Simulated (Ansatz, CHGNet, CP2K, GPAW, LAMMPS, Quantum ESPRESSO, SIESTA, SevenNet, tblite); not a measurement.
**Amorphous polyacrylonitrile (as short chains C14N4H18) at 400 K (108 atoms) in GPAW**

How do the settings of GPAW change the result for amorphous polyacrylonitrile (as short chains C14N4H18) at 400 K (108 atoms)? A plane-wave run serves as the yardstick.

Main program and level: GPAW 26.7.0; the method is named at each step.

### Step 1. The starting structure

The cell holds 108 atoms: 42 C, 12 N and 54 H. Cell: a = 10.456 Å, b = 10.456 Å, c = 10.456 Å, α = 90.0°, β = 90.0°, γ = 90.0°. 3 polyacrylonitrile chains of 4 units with methyl end groups placed at random, at 1.06 g/cm³; overlaps pushed apart, then 20 ps at 800 K with MMFF94 bonds, angles, torsions, charges and radii (Halgren, J. Comput. Chem. 17, 490 (1996)) in harmonic and 12-6 forms. Snapshot after 30 ps at 400 K and fixed volume.

The yardstick, on the same geometry:

| Item | Value |
| --- | --- |
| method | Kohn-Sham DFT, PBE, PAW, plane waves (Ansatz 0.2.0); cutoff 420 eV, Γ point, fermi-dirac smearing of 0.05 eV; PAW set soft_2 |
| r.m.s. force component | 0.9482 eV/Å |
| longest force | 4.306 eV/Å |
| pressure | 2.794 GPa |
| gap (highest filled to lowest empty level) | 5.922 eV |
| SCF cycles | 10 |
| time | 4.8 s on 8 threads of Arm Neoverse V2, shared host |
| CPU time | 34 s |

### Step 2. PBE, LCAO dzp, h 0.18 Å

Method: Kohn-Sham DFT, PBE, PAW, atomic orbitals (dzp).

The input, run.py:

```python
import numpy as np
from ase.io import read
from gpaw import GPAW, FermiDirac
from ase.parallel import parprint as print

atoms = read("structure.xyz")
atoms.calc = GPAW(
    mode="lcao",
    basis="dzp",
    h=0.18,
    xc="PBE",
    kpts={"size": (1, 1, 1), "gamma": True},
    occupations=FermiDirac(0.05),
    maxiter=200,
    symmetry={"point_group": False},
    txt="gpaw.txt",
)
energy = atoms.get_potential_energy(force_consistent=True)
forces = atoms.get_forces()
print(f"energy {energy:.6f} eV")
print("forces (eV/A)")
for i, (a, f) in enumerate(zip(atoms, forces)):
    print(f"{i:4d} {a.symbol:2s} {f[0]:10.5f} {f[1]:10.5f} {f[2]:10.5f}")
print(f"Fermi level {atoms.calc.get_fermi_level():.4f} eV")
for k in range(len(atoms.calc.get_ibz_k_points())):
    for s in range(atoms.calc.get_number_of_spins()):
        e = atoms.calc.get_eigenvalues(kpt=k, spin=s)
        n = np.searchsorted(e, atoms.calc.get_fermi_level())
        print(f"k {k} spin {s} levels about the Fermi level:", np.round(e[max(n - 6, 0):n], 4).tolist(), "|", np.round(e[n:n + 6], 4).tolist())
```

The input, structure.xyz:

```xyz
108
Lattice="10.45608 0.00000 0.00000 0.00000 10.45608 0.00000 0.00000 0.00000 10.45608" Properties=species:S:1:pos:R:3 pbc="T T T"
C 1.17369 5.39105 8.75007
C 2.27733 5.79988 9.66612
C 3.42928 4.81387 9.74130
C 2.95667 3.56145 10.21590
N 2.60335 2.55484 0.24425
C 4.18609 4.50814 8.45667
C 4.96800 5.64189 7.71010
C 5.61136 6.59841 8.63766
N 5.98600 7.37771 9.42982
C 6.03326 5.10508 6.84622
C 5.44636 4.24266 5.72826
C 6.47890 3.84846 4.80823
N 7.21386 3.55141 3.98262
C 4.31052 4.90233 4.82172
C 4.83866 6.10060 3.98816
C 3.83498 7.16858 4.18986
N 3.09730 8.04616 4.36876
C 5.02906 5.72585 2.50089
H 0.74928 4.40306 9.01764
H 0.28618 6.07258 8.67541
H 1.62948 5.34808 7.75392
H 2.65281 6.82907 9.39102
H 1.92977 5.87433 0.23798
H 4.22530 5.24278 10.33155
H 3.49735 4.25604 7.70143
H 4.76724 3.58644 8.62135
H 4.27591 6.18833 7.08995
H 6.65488 5.91992 6.49113
H 6.62999 4.41937 7.46439
H 4.93412 3.45354 6.25315
H 3.43189 5.11825 5.47208
H 3.93577 4.23053 4.06051
H 5.75095 6.38772 4.43787
H 4.14395 5.34055 2.08829
H 5.69679 4.89982 2.45310
H 5.40161 6.62257 1.89924
C 10.30405 3.28666 5.15788
C 0.58993 2.25349 4.33927
C 0.88626 2.75497 2.88828
C 1.37445 4.09795 3.04105
N 1.68667 5.21947 3.05161
C 10.20785 2.48802 1.84529
C 9.76159 0.97660 1.58713
C 0.41092 0.16050 1.07290
N 1.16909 9.89020 0.57226
C 8.62648 0.88197 0.56515
C 7.28046 1.42903 1.11807
C 6.91513 2.70771 0.62747
N 6.41334 3.59710 0.07853
C 6.37110 0.27207 1.16554
C 4.90516 0.51130 1.68604
C 4.83353 0.99594 3.06342
N 4.84388 1.54604 4.09669
C 4.23178 9.62744 1.60083
H 9.72551 3.95459 4.50197
H 0.43131 3.86666 5.85175
[... 48 atom lines left out ...]
H 0.83450 7.32532 5.18046
H 9.71035 6.60835 2.95928
H 8.79043 7.83903 3.53876
H 10.29453 8.14623 2.81122
```

On the command line:

```console
$ OMP_NUM_THREADS=1 mpirun -np 2 gpaw python run.py > output.txt
```

Log:

```text
energy -646.120680 eV
forces (eV/A)
   0 C    -0.92022    0.04764   -0.47568
   1 C     0.08866    1.39472    0.28424
   2 C     0.53232    1.05667   -1.74736
   3 C     0.14124   -0.53847    1.09735
   4 N    -0.32463   -0.88366    0.15848
   5 C     0.67648    0.64402   -0.63036
   6 C     0.11095    0.01173    2.67156
   7 C    -0.95359   -0.34963   -0.16986
   8 N     0.19777    0.51148    0.60114
   9 C     0.27991   -0.97165   -0.78503
  10 C    -1.08949    1.68166   -1.01004
  11 C    -2.11524    0.04261    2.52680
  12 N     2.94700   -1.07095   -3.07251
  13 C     0.82335   -0.01882    0.89391
  14 C    -2.55896   -0.45512   -0.42564
  15 C     2.09783   -1.27179   -0.62711
  16 N    -1.59516    1.67079    0.47912
  17 C     1.07206    2.50842    0.74692
  18 H     0.10682   -0.29784   -0.16321
  19 H     0.42320    0.12262    0.25465
  20 H    -0.24679   -0.36047   -0.81225
  21 H     0.06678   -0.40714    0.13925
  22 H    -0.44351    0.35314    0.89160
  23 H     0.59934    0.17852    1.49449
[...]
100 H     0.33845   -1.86945   -0.60423
 101 H     0.47914   -0.79035   -0.19152
 102 H     1.25394    1.07042   -1.14236
 103 H    -0.49981   -0.02701   -0.28020
 104 H     2.46761   -0.59130   -0.54433
 105 H     0.52976   -0.46290    0.74138
 106 H    -2.87111    1.27779    0.11347
 107 H     1.87187    2.19051   -1.44728
Fermi level -0.6993 eV
k 0 spin 0 levels about the Fermi level: [-2.6998, -2.6643, -2.6084, -2.5294, -2.4974, -2.4735] | [3.6586, 3.8144, 3.8301, 3.9092, 3.9648, 4.0964]
```

gpaw.txt:

```text
Input parameters:
  mode=LCAO(),
  basis={'default': 'dzp'},
  h=0.18,
  kpts=MonkhorstPack(size=(1, 1, 1), gamma=True),
  maxiter=200,
  occupations=Occupations(name='fermi-dirac', width=0.05, fixmagmom=False),
  symmetry=Symmetry(point_group=False),
  xc=XC(name='PBE')
Unit cell  # Å
| periodic |         x |         y |         z |   lengths |    angles |
|----------|-----------|-----------|-----------|-----------|-----------|
|      yes | 10.456080 |  0.000000 |  0.000000 | 10.456080 | 90.000000 |
|      yes |  0.000000 | 10.456080 |  0.000000 | 10.456080 | 90.000000 |
|      yes |  0.000000 |  0.000000 | 10.456080 | 10.456080 | 90.000000 |
Number of symmetries: 1
Symmetry operations  # r_c * U_cc + t_c -> r_c
|   | kind |            matrix            |
|---|------|------------------------------|
| 0 |  E   |  1, 0, 0,  0, 1, 0,  0, 0, 1 |
BZ-sampling:
  Number of BZ points: 1
  Number of IBZ points: 1
  Monkhorst-Pack size: [1, 1, 1]
  Monkhorst-Pack shift: [0, 0, 0]
[... lines left out ...]
        l=0, rc=3.6094 Bohr: 1s-dz split-valence wave
        l=1, rc=6.4219 Bohr: p-type Gaussian polarization
      Number of RI-basis functions 0
Reference energy: -61615.507662  # eV
eigensolver:
density mixing:
  MSR1-Mixer
occupation numbers:
  Fermi-Dirac:
    width: 0.0500  # eV
FastPoissonSolver using
    Stencil: 6*3+1=19 point O(h^6) finite-difference Laplacian
xc functional:
  name: PBE with 2 nearest neighbor stencil
interpolation: tri-quintic # 5. degree polynomial
Initialization done in: 3.743 s
convergence criteria:
- Maximum [total energy] change in last 3 cyles: 0.0005 eV / valence electron
- Maximum integral of absolute [dens]ity change: 0.0001 electrons / valence electron
- Maximum integral of absolute [eigenst]ate change: 4e-08 eV^2 / valence electron
maximum number of iterations: 200
SCF iterations
|iter     |      energy | eigst |  dens |
|---------|-------------|-------|-------|
|iter:   1| -669.896262 |      c|       |
|iter:   2| -665.331649 |      c| -0.76 |
|iter:   3| -648.276960 |      c| -0.80 |
|iter:   4| -647.455125 |      c| -1.27 |
|iter:   5| -646.125596 |      c| -1.57 |
|iter:   6| -646.128297 |      c| -2.10 |
|iter:   7| -646.120743c|      c| -2.51 |
|iter:   8| -646.120683c|      c| -2.97 |
|iter:   9| -646.120705c|      c| -3.48 |
|iter:  10| -646.120680c|      c| -3.79 |
|iter:  11| -646.120680c|      c| -4.31c|
Converged in 11 steps
SCF loop duration: 35.767 s (3.252 s/step)
Energy contributions relative to reference atoms: (reference = -61615.507662)
Energy contributions:
  Kinetic:         551.620837
  Coulomb:        -605.388452
  Zero:              4.766702
  External:          0.000000
  Xc:             -597.119767
  Entropy:          -0.000000
  Spinorbit:         0.000000
  ----------------------------
  Free energy:    -646.120680
  Extrapolated:   -646.120680
dipole moment: (57.387711, -43.962659, -39.802284)  # |e|*Ang
Fermi level: -0.699
Eigenvalues  # (at kpt = [0.000, 0.000, 0.000])
| band index |      eig [eV] | occ [0-2] |
|------------|---------------|-----------|
|          0 |       -18.324 |     2.000 |
|        ... |               |           |
|        133 |        -2.755 |     2.000 |
|        134 |        -2.724 |     2.000 |
[...]
|        148 |         4.176 |     0.000 |
|        ... |               |           |
|        173 |         6.343 |     0.000 |
Gap: 6.132 eV
Transition (v -> c):
  (s=0, k=0, n=140, [0.00, 0.00, 0.00]) -> (s=0, k=0, n=141, [0.00, 0.00, 0.00])
No difference between direct/indirect transitions
Force computation time: 6.396  # s
```

The job ended after 48 s (2 MPI ranks of Arm Neoverse V2, shared host; peak memory 1.4 GiB; 95 s of CPU time).

Banners, paths, timers and routine set-up lines are dropped from the logs unmarked, and long logs keep their key lines alone; longer cuts are marked.

Numbers from this run, and their distance from the reference:

* r.m.s. force component: 1.206 eV/Å
* r.m.s. difference of force components: 598 meV/Å
* longest difference of force vectors: 2441 meV/Å
* force difference over r.m.s. force: 63.07 %
* slope of forces against the reference's: 1.11
* correlation of force components: 0.8727
* gap (highest filled to lowest empty level): 6.132 eV
* gap difference: 0.2101 eV

This run lies far from the reference in forces at the same functional.

Length of the force difference by element (eV/Å):

```
element  atoms  mean  most
      C     42  0.78   2.0
      H     54  0.56  0.79
      N     12   2.2   2.4
```

Levels nearest the highest filled one (eV from it): -0.23, -0.19, -0.13, -0.06, -0.02, 0.00, 6.13, 6.29, 6.30, 6.38, 6.44, 6.57.

The surroundings of C76, which bears the longest force, nearest first, numbered as they follow in the input and with coordinates relative to it.

```
atom      x      y      z  distance (Å)  bonds     Fx     Fy  Fz (eV/Å)
 C76   0.00   0.00   0.00          0.00      2  -3.41   2.96       2.86
 N77   0.54  -0.50  -0.87          1.14      1   2.65  -2.52      -3.51
 C75  -0.79   0.77   1.00          1.49      4   2.16  -3.64       2.19
 H96  -1.12   1.69   0.68          2.14      1  -0.87   2.73      -1.62
 C74   0.27   1.00   2.11          2.35      4  -1.20   0.46       1.59
 H98  -1.80  -1.07   1.29          2.46      1   0.48  -2.32      -0.16
 C78  -1.93  -0.06   1.57          2.49      4  -1.34   1.29      -1.34
 H94   0.62  -0.01   2.53          2.60      1   0.24   0.94      -0.48
 H91   1.92   1.58   0.97          2.67      1   1.64  -0.05      -1.36
```

Atoms are counted from 1 here, from 0 in the log.

Forces lie 63 % from the reference's, at 2.8 times its CPU time (on 2 against 8 cores).

The difference per atom is largest on N (2.2 eV/Å on average, against 0.78 on C).

### Step 3. PBE, LCAO sz(dzp), h 0.18 Å

Method: Kohn-Sham DFT, PBE, PAW, atomic orbitals (sz(dzp)).

run.py: that of step 2 with these lines changed.

```diff
@@ -3,3 +3,2 @@
 from gpaw import GPAW, FermiDirac
-from ase.parallel import parprint as print
 
@@ -8,3 +7,3 @@
     mode="lcao",
-    basis="dzp",
+    basis="sz(dzp)",
     h=0.18,
```

structure.xyz is that of step 2.

On the command line:

```console
$ OMP_NUM_THREADS=1 python run.py > output.txt
```

Log:

```text
energy -530.888439 eV
forces (eV/A)
   0 C     0.06720    0.34245    0.40428
   1 C     0.75904    0.34536   -0.92818
   2 C    -0.24971    1.42170   -3.09922
   3 C     1.82828    4.82168   -1.76059
   4 N    -2.99113   -8.30157    3.86517
   5 C     1.41779    2.67324    0.18125
   6 C     0.18816   -1.23307    3.65968
   7 C    -3.17429   -5.30635   -5.12032
   8 N     3.15727    6.50378    6.58141
   9 C    -1.22289   -1.42505   -1.59674
  10 C    -1.27368    3.30693   -1.28504
  11 C    -6.69225    2.06310    7.81104
  12 N     8.89289   -3.53959   -9.85217
  13 C     2.77703    0.75921    1.74454
  14 C    -3.65020   -1.63730   -1.19721
  15 C     6.40130   -6.63784   -1.89823
  16 N    -7.26630    8.56468    1.98022
  17 C     1.07340    3.87093    2.40216
  18 H    -0.81526   -2.56446    0.44023
  19 H    -1.53019    1.58984    0.01120
  20 H     0.83897   -0.50657   -3.09914
  21 H     0.80450    1.63504   -0.40699
  22 H    -1.28422    0.50862    3.45262
  23 H     2.77945    1.43549    3.04946
[...]
100 H     0.96163   -4.50153   -1.44245
 101 H     0.17011    1.43127   -0.24039
 102 H     2.71660    2.86996   -2.87600
 103 H    -2.86046    0.53599   -0.61438
 104 H     5.66612   -1.20312   -0.07286
 105 H     0.42159   -2.55275   -0.46207
 106 H    -5.94172    2.13445    0.23833
 107 H     3.42277    4.02617   -3.71186
Fermi level -0.2571 eV
k 0 spin 0 levels about the Fermi level: [-3.9218, -3.8671, -3.813, -3.7339, -3.6221, -3.5975] | [2.7242, 2.8742, 2.9867, 3.0258, 3.0787, 3.1656]
```

gpaw.txt:

```text
Input parameters:
  mode=LCAO(),
  basis={'default': 'sz(dzp)'},
  h=0.18,
  kpts=MonkhorstPack(size=(1, 1, 1), gamma=True),
  maxiter=200,
  occupations=Occupations(name='fermi-dirac', width=0.05, fixmagmom=False),
  symmetry=Symmetry(point_group=False),
  xc=XC(name='PBE')
Unit cell  # Å
| periodic |         x |         y |         z |   lengths |    angles |
[... lines left out ...]
  Fermi-Dirac:
[... lines left out ...]
convergence criteria:
- Maximum [total energy] change in last 3 cyles: 0.0005 eV / valence electron
[... lines left out ...]
Converged in 10 steps
[... lines left out ...]
  Free energy:    -530.888439
  Extrapolated:   -530.888439
dipole moment: (58.621544, -41.716106, -42.166264)  # |e|*Ang
Fermi level: -0.257
Eigenvalues  # (at kpt = [0.000, 0.000, 0.000])
| band index |      eig [eV] | occ [0-2] |
|------------|---------------|-----------|
|          0 |       -20.873 |     2.000 |
|        ... |               |           |
|        133 |        -4.021 |     2.000 |
|        134 |        -3.963 |     2.000 |
[...]
|        148 |         3.214 |     0.000 |
|        ... |               |           |
|        173 |         7.504 |     0.000 |
Gap: 6.322 eV
Transition (v -> c):
  (s=0, k=0, n=140, [0.00, 0.00, 0.00]) -> (s=0, k=0, n=141, [0.00, 0.00, 0.00])
No difference between direct/indirect transitions
Force computation time: 2.878  # s
timing:  # [seconds]
  Total:  28.085  # ━━━━━━━━━━━━━━━━━━━━━━━━━━━━━━━━━━━━━━━━━━━━━━━━━━━━━━━━━
  Init:    5.545  # ━━━━━━━━━━━╸
  SCF:    19.632  # ━━━━━━━━━━━━━━━━━━━━━━━━━━━━━━━━━━━━━━━━
  Forces:  2.878  # ━━━━━━
```

Wall time 29 s (1 thread); peak memory 0.88 GiB.

Compared with the plane-wave run:

```yaml
r_m_s_force_component: 3.418 eV/Å
r_m_s_difference_of_force_components: 3143 meV/Å
longest_difference_of_force_vectors: 11920 meV/Å
force_difference_over_r_m_s_force: 331.4 %
slope_of_forces_against_the_reference_s: 1.506
correlation_of_force_components: 0.4178
spacing_of_highest_filled_and_lowest_empty_level: 6.322 eV
gap_difference: 0.3997 eV
```

This is a coarse setting, run to see what it loses.

Against the first run (63 %), the force difference from the reference is 331 %, at 0.31 times the CPU time (on 1 against 2 cores), with 270 basis functions against 972: the smaller basis costs accuracy.

The difference per atom is largest on N (11 eV/Å on average, against 4.1 on C).

### Step 4. All runs compared

Differences are against the plane-wave reference, forces as r.m.s. over components; share is that over the reference's r.m.s. force, slope the least-squares factor from reference forces to these. Total energies of different programs have different zeros and aren't compared.

```
                                      run  Δ force, r.m.s. (meV/Å)  share (%)  slope  Δ gap (eV)  cores  CPU time  memory (GiB)
                                reference                        -          -      -           -      8      34 s           1.2
             GPAW PBE, LCAO dzp, h 0.18 Å                      598       63.1  1.110       0.210      2      95 s           1.4
GPAW PBE, LCAO sz(dzp), h 0.18 Å (coarse)                     3143        331  1.506       0.400      1      29 s          0.88
```

Rows marked coarse were listed beforehand as settings not expected to be converged; some can still land near the reference.

CPU time is summed over cores on a shared host, where runs went side by side, so it is rough. Symmetry, cutoffs, thresholds, outputs and thread counts weren't matched or tuned between programs; memory under MPI is the largest rank's times the ranks.

### Step 5. Outcome

| Property | Result |
| --- | --- |
| nearest in forces | GPAW PBE, LCAO dzp, h 0.18 Å, 63 % |
| its CPU time | 95 s |

The PBE run in local orbitals, coarse settings apart, differs by 63 % (GPAW PBE, LCAO dzp, h 0.18 Å); basis, grid and potentials can all enter, and differences of this size make the forces unusable. Runs with settings chosen to be coarse differ by 331 % (GPAW PBE, LCAO sz(dzp), h 0.18 Å), their programs' other errors included. None of the electronic-structure runs in the table takes under half the reference's CPU time of 34 s; they take 0.86 to 2.8 times as much. At the same functional, gaps differ from the reference's 5.92 eV by between +0.21 and +0.40 eV. The network of contacts between molecules at the start is that of the classical potential that made the cell, and needn't be the one that DFT or experiment would give. The reference's PBE has no dispersion term, which matters for the binding between molecules or layers. The density was typed from a rule of thumb and may lie off the real one at this temperature. The electronic-structure runs sample only Γ, in a cell whose shortest periodic width is 10 Å.

[Also dropped from logs without a mark: logging warnings of Python, and SIESTA's first energy breakdown and zero terms.]

[Logs are printed without paths, hosts, clocks, repeated set-up lines and the standing remarks that a program may print on its own settings, such as how far it seeks lower states.]

[Hosts, paths, dates, database ids (printed as entryN), source tags and the programs' standing remarks are cut or masked in the printed files.]

[The MMFF94 radii named for the starting cell were scaled by 0.96; in molecules described by MMFF94, hydrogen bound to N, O or S took a small fixed 12-6 site in their place.]
